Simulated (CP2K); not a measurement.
Consider trifluoromethylketene at its PBE geometry (Å).

```xyz
8

O     2.5088   -0.6038    0.6480
C     1.5425   -0.1417    0.1816
C     0.4503    0.3830   -0.3464
C    -0.9073   -0.0834    0.0525
F    -1.1402   -1.4034   -0.2431
F    -1.8540    0.6444   -0.5994
F    -1.1462    0.0376    1.3991
H     0.5461    1.1673   -1.0922
```

Method: CP2K XAS_TDP, all-electron GAPW, PBEh(45%), aug-cc-pVDZ, TDA, GW2X-corrected core level, no relativity.

**Question.** Where do the C K-edge lines lie, and how strong are they?

Leading lines: C2 289.27 eV, C3 289.12 eV and C4 296.65 eV. The leading line of an atom is its first one with 35 % of the strongest within 2.5 eV of its lowest line over the strength cut. Core ionisation energies at this level: C3 293.37, C4 300.64 and C2 297.86 eV.

The first six lines of each atom with a strength over 0.0015:

```tsv
atom	energy (eV)	states	strength, one atom	above the computed threshold
C2 (bonded to C and O)	289.27	1	0.0721	
	292.01	1	0.0703	
	297.39	1	0.0022	
	297.84	1	0.0016	
	299.35	1	0.0017	yes
	300.84	1	0.0015	yes
C3 (bonded to 2 C and H)	289.12	1	0.0290	
	290.95	1	0.0049	
	291.89	1	0.0203	
	292.76	1	0.0074	
	293.07	1	0.0042	
	293.65	1	0.0039	yes
C4 (bonded to C and 3 F)	296.08	1	0.0252	
	296.65	1	0.0645	
	297.22	1	0.0779	
	298.88	1	0.0050	
	299.47	1	0.0293	
	300.01	1	0.0256
```

Lines are vertical, at one geometry, with no vibrational structure. GW2X ionisation energies and lines can be off by 1 to 2 eV either way, and a good line position may hide errors that cancel. These values hold no scalar relativity, about 0.1 eV for C 1s. Rydberg lines, and the discretised continuum above threshold, depend on the basis and the box.

[Banner, clock and machine lines of the logs are left out without a mark of their own.]

[Logs are printed without paths, hosts, clocks, repeated set-up lines and the standing remarks that a program may print on its own settings, such as how far it seeks lower states.]

[Hosts, paths, dates, database ids (printed as entryN), source tags and the programs' standing remarks are cut or masked in the printed files.]
